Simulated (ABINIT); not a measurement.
Planning a run of ABINIT 10.8.3 on LiH (Fm-3m). The input:

```
acell 3*1.0 Angstrom
rprim 
  0.000000000000 2.036750000000 2.036750000000
  2.036750000000 -0.000000000000 2.036750000000
  2.036750000000 2.036750000000 -0.000000000000
ntypat 2
znucl 3 1
natom 2
typat 1 2
xred 
  0.000000000000 0.000000000000 0.000000000000
  0.500000000000 0.500000000000 0.500000000000
pp_dirpath "pseudos"
pseudos "Li.upf, H.upf"
ecut 33
ngkpt 12 12 12
nshiftk 1
shiftk 0 0 0
kptopt 1
chksymbreak 0
istwfk *1
occopt 1
irdwfk 1
optdriver 99
bs_calctype 1
mbpt_sciss 1.830 eV
bs_loband 1
nband 3
bs_exchange_term 1
bs_coulomb_term 21
bs_coupling 0
bs_algorithm 1
bs_freq_mesh 0 8 0.05 eV
zcut 0.1 eV
ecuteps 3
ecutwfn 16.5
inclvkb 2
mdf_epsinf 4.28
irdden 1
indata_prefix "in"
outdata_prefix "out"
tmpdata_prefix "tmp"
```

The database entry behind the starting cell differs from later determinations by our own check (the deuteride, about 0.2 % short), so it need not match the best structure at ambient conditions.

```sh
OMP_NUM_THREADS=1 mpirun -n 8 abinit run.abi > log
```

Estimate wall time and host memory on 8 MPI ranks of Arm Neoverse V2, shared host.

It took 2.5 min; on shared hardware allow 74 s to 5 min. Peak host memory was 0.9 GiB.

The kernel grows as the square of the matrix size, and full diagonalisation as its cube.

[Paths, hosts, dates, memory and timing lines, banners, echoed tables and standing remarks are left out of the program output.]

[Logs are printed without paths, hosts, clocks, repeated set-up lines and the standing remarks that a program may print on its own settings, such as how far it seeks lower states.]

[Runs of the session that timed out or met a known fault of the program may be left out.]

[Hosts, paths, dates, database ids (printed as entryN), source tags and the programs' standing remarks are cut or masked in the printed files.]

[G0W0 gaps are taken among the corrected bands and points alone; a level outside them can change the order at an edge.]

[Where Ansatz stands beside ABINIT at settings called matched, ABINIT's density can come from a denser mesh and the files from another edition; pairs whose starting gaps differed by over 0.03 eV were left out, so agreement reads better than it is.]
